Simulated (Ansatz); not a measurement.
# Meshes and cutoff for the phonons of BePd (Pm-3m), part 2 of 2

Wanted: convergence of the phonons of BePd (Pm-3m) against cost.

Ansatz 0.2.0; DFT PBEsol, scalar-relativistic, plane waves, PAW.

So far, highest frequency on the path or at a solved wavevector (cm⁻¹): step 3 (response at finite wavevector) 466; step 4 (q mesh 2×2×2) 466; step 6 (k-mesh 18×18×18, q mesh 6×6×6) 462; step 10 (k-mesh 12×12×12, q mesh 2×2×2) 454; step 11 (q mesh 2×2×2) 466. The relaxed cell has a = 2.798 Å (conventional setting).

**12. Another k mesh, k-mesh 24×24×24, q mesh 2×2×2**

The k mesh is changed to 24×24×24 on a small fixed q mesh, to find the coarsest that serves.

Contents of input.yaml:

```yaml
crystal:
  lattice:
    - [2.7976391317, 0.0, 0.0]
    - [0.0, 2.7976391317, 0.0]
    - [0.0, 0.0, 2.7976391317]
  atoms:
    - { symbol: Be, position: [0.0, 0.0, 0.0] }
    - { symbol: Pd, position: [0.5, 0.5, 0.5] }
kpoints:
  mp_grid: { grid: [24, 24, 24] }
hamiltonian:
  xc: pbesol
scf:
  occupations: { method: methfessel_paxton, width: 0.15 }
output:
  eigenvalues: true
phonons:
  method: dfpt
  qmesh: [2, 2, 2]
  temperatures: { t_max: 1000, t_step: 50 }
  qpath:
    path:
      - [[0.0, 0.0, 0.0], [0.0, 0.5, 0.0], [0.5, 0.5, 0.0], [0.0, 0.0, 0.0], [0.5, 0.5, 0.5], [0.0, 0.5, 0.0]]
      - [[0.5, 0.5, 0.5], [0.5, 0.5, 0.0]]
    npoints: 10
```

The run is started by

```bash
$ ansatz run input.yaml --threads 4 --pin off --max-ram 7168MiB --backend cpu --events-out ev --progress --plain --runs-dir out
```

It took 2 min on 4 threads of Arm Neoverse V1, shared host; peak memory 1.7 GiB.

Frequencies (cm⁻¹) solved at each irreducible wavevector; negative means imaginary. Frequencies by wavevector, by row:

```
q in reciprocal lattice units  star  mode 1  mode 2  mode 3  mode 4  mode 5  mode 6
                        0 0 0     1       0       0       0   380.7   380.7   380.7
                     0 0 -0.5     3   108.4   108.4   217.4     419     419   456.2
                  0 -0.5 -0.5     3   111.2   158.4   158.4   366.7   375.7   375.7
               -0.5 -0.5 -0.5     1   180.9   180.9   180.9   415.5   415.5   415.5
```

The highest optical mode at the zone centre (no LO-TO term) is 380.7 cm⁻¹, +1.1 cm⁻¹ against the base run.

**13. Comparing the runs**

Times are for 4 threads of Arm Neoverse V1, shared host. Results by setting:

```
no.    k-mesh  lowest mode on the q mesh (acoustic modes at Γ apart) (cm⁻¹)  highest frequency on the path or at a solved wavevector (cm⁻¹)   time  memory (GiB)
  1  12×12×12                                                         107.4                                                           454.3   21 s          0.54
  2  16×16×16                                                         108.1                                                           465.6   42 s          0.70
  3  24×24×24                                                         108.4                                                           456.2  2 min           1.7
```

The runs together. Table of phonon density of states by wavenumber; read off at these points; values in 1/cm⁻¹/cell:

```
wavenumber (cm⁻¹)  12×12×12  16×16×16  24×24×24
                2         0         0         0
               12    4.0e-5    4.0e-5    4.0e-5
               28    3.1e-4    2.9e-4    3.0e-4
               38    7.0e-4    6.7e-4    6.7e-4
               52   0.00152   0.00147   0.00148
               62   0.00241   0.00232   0.00233
               78   0.00467   0.00452    0.0045
               88   0.00738   0.00717   0.00708
              102    0.0185    0.0189    0.0175
              112    0.0385    0.0336    0.0406
              128    0.0230    0.0226    0.0233
              138    0.0218    0.0215    0.0220
              152    0.0254    0.0248    0.0255
              162    0.0279    0.0294    0.0287
              172    0.0386    0.0363    0.0394
              178    0.0561    0.0565    0.0583
              188    0.0146    0.0155    0.0150
              198   0.00849   0.00907   0.00882
              212   0.00249   0.00345   0.00316
              222         0         0         0
              238         0         0         0
              248         0         0         0
              262         0         0         0
              272         0         0         0
              288         0         0         0
              298         0         0         0
              308         0         0         0
              322         0         0         0
              332         0         0         0
              348         0         0         0
              358         0         0         0
              372   0.00494   0.00571   0.00449
              382    0.0285    0.0302    0.0284
              398     0.149     0.135     0.145
              408    0.0585    0.0538    0.0588
              422    0.0117    0.0129    0.0118
              432   0.00669   0.00785   0.00687
              448   0.00252    0.0041   0.00285
              458         0   0.00224    4.0e-5
```

The runs together, line C_V. The C_V by temperature; values in J/mol-atom/K:

```
temperature (K)  12×12×12  16×16×16 = 24×24×24
              0         0                    0
             50      3.89                 3.87
            100      10.1                 10.1
            150      14.8                 14.7
            200      17.9                 17.9
            250      19.9                 19.9
            300      21.2                 21.2
            350      22.1                 22.1
            400      22.7                 22.7
            450      23.1                 23.1
            500      23.5                 23.5
            550      23.7                 23.7
            600      23.9                 23.9
            650      24.0                 24.0
            700      24.2                 24.2
            750      24.3                 24.3
            800      24.3                 24.3
            850      24.4                 24.4
            900      24.5                 24.5
            950      24.5                 24.5
           1000      24.6                 24.6
```

**14. Another cutoff, cutoff 170 eV, q mesh 2×2×2**

The cutoff is set to 170 eV on a small fixed q mesh.

Changes to input.yaml since step 12:

```diff
@@ -9,3 +9,3 @@
 kpoints:
-  mp_grid: { grid: [24, 24, 24] }
+  mp_grid: { grid: [16, 16, 16] }
 hamiltonian:
@@ -25 +25,3 @@
     npoints: 10
+basis:
+  ecutwfc: 170
```

It took 9.6 s on 4 threads; peak memory 0.6 GiB; 31 s of CPU time.

The run finished; it serves as a test, and its numbers are not taken as the result.

**15. Another cutoff, cutoff 230 eV, q mesh 2×2×2**

The cutoff is set to 230 eV on a small fixed q mesh.

Changes to input.yaml since step 14:

```diff
@@ -26,2 +26,2 @@
 basis:
-  ecutwfc: 170
+  ecutwfc: 230
```

The job ended after 23 s (4 threads; peak memory 0.55 GiB).

The run finished; it serves as a test, and its numbers are not taken as the result.

**16. Another cutoff, cutoff 290 eV, q mesh 2×2×2**

The cutoff is set to 290 eV on a small fixed q mesh.

Changes to input.yaml since step 15:

```diff
@@ -26,2 +26,2 @@
 basis:
-  ecutwfc: 230
+  ecutwfc: 290
```

Elapsed: 26 s, on 4 threads; peak memory 0.58 GiB.

The run finished; it serves as a test, and its numbers are not taken as the result.

**17. Another cutoff, cutoff 360 eV, q mesh 2×2×2**

The cutoff is set to 360 eV on a small fixed q mesh.

Changes to input.yaml since step 16:

```diff
@@ -26,2 +26,2 @@
 basis:
-  ecutwfc: 290
+  ecutwfc: 360
```

Elapsed: 37 s, on 4 threads; peak memory 0.65 GiB.

The highest optical mode at the zone centre (no LO-TO term) is 380.2 cm⁻¹, +0.5 cm⁻¹ against the base run.

**18. Another cutoff, cutoff 550 eV, q mesh 2×2×2**

The cutoff is set to 550 eV on a small fixed q mesh.

Changes to input.yaml since step 17:

```diff
@@ -26,2 +26,2 @@
 basis:
-  ecutwfc: 360
+  ecutwfc: 550
```

Run time: 59 s. Hardware: 4 threads; peak memory 0.98 GiB.

The highest optical mode at the zone centre (no LO-TO term) is 379.6 cm⁻¹, -0.1 cm⁻¹ against the base run.

**19. Outcome**

| Item | Value |
| --- | --- |
| mean frequency, q mesh 2×2×2 | 272 cm⁻¹ |
| mean frequency, q mesh 3×3×3 | 271 cm⁻¹ |
| mean frequency, q mesh 6×6×6 | 272 cm⁻¹ |
| highest optical mode at the zone centre (no LO-TO term), k-mesh 6×6×6 | 382 cm⁻¹ |
| highest optical mode at the zone centre (no LO-TO term), k-mesh 8×8×8 | 382 cm⁻¹ |
| highest optical mode at the zone centre (no LO-TO term), k-mesh 12×12×12 | 381 cm⁻¹ |
| highest optical mode at the zone centre (no LO-TO term), k-mesh 16×16×16 | 380 cm⁻¹ |
| highest optical mode at the zone centre (no LO-TO term), k-mesh 24×24×24 | 381 cm⁻¹ |
| highest optical mode at the zone centre (no LO-TO term), cutoff 170 eV | 356 cm⁻¹ |
| highest optical mode at the zone centre (no LO-TO term), cutoff 230 eV | 344 cm⁻¹ |
| highest optical mode at the zone centre (no LO-TO term), cutoff 290 eV | 387 cm⁻¹ |
| highest optical mode at the zone centre (no LO-TO term), cutoff 360 eV | 380 cm⁻¹ |
| highest optical mode at the zone centre (no LO-TO term), cutoff 550 eV | 380 cm⁻¹ |

What this shows: Over the whole q mesh series, coarse runs included, the mean frequency runs from 271.2 to 272.5 cm⁻¹; from 2×2×2 on it stays within 0.9 cm⁻¹ of the finest run (6×6×6), against a tolerance of 2.7. The k mesh changes along this series too, so part of the change is its. Over the whole k mesh series, coarse runs included, the lowest mode on the q mesh (acoustic modes at Γ apart) runs from 98.6 to 108.8 cm⁻¹; the two finest runs still differ by up to 9.4 cm⁻¹ in a solved mode, so convergence is not shown. Over the whole cutoff series, coarse runs included, the lowest mode on the q mesh (acoustic modes at Γ apart) runs from 99.2 to 108.3 cm⁻¹; from 360 eV on all solved modes stay within 0.8 cm⁻¹ of the finest run (550 eV), against a tolerance of 4.7. All runs share the cell relaxed at the base settings, which is not exactly at rest under another k mesh or cutoff. With no gap, or one that is small against the smearing, the frequencies hang on the k mesh and the smearing, most of all near Kohn anomalies. These are harmonic frequencies at zero temperature: anharmonic shifts, linewidths and thermal expansion are left out.

[Logs are printed without paths, hosts, clocks, repeated set-up lines and the standing remarks that a program may print on its own settings, such as how far it seeks lower states.]

[Hosts, paths, dates, database ids (printed as entryN), source tags and the programs' standing remarks are cut or masked in the printed files.]
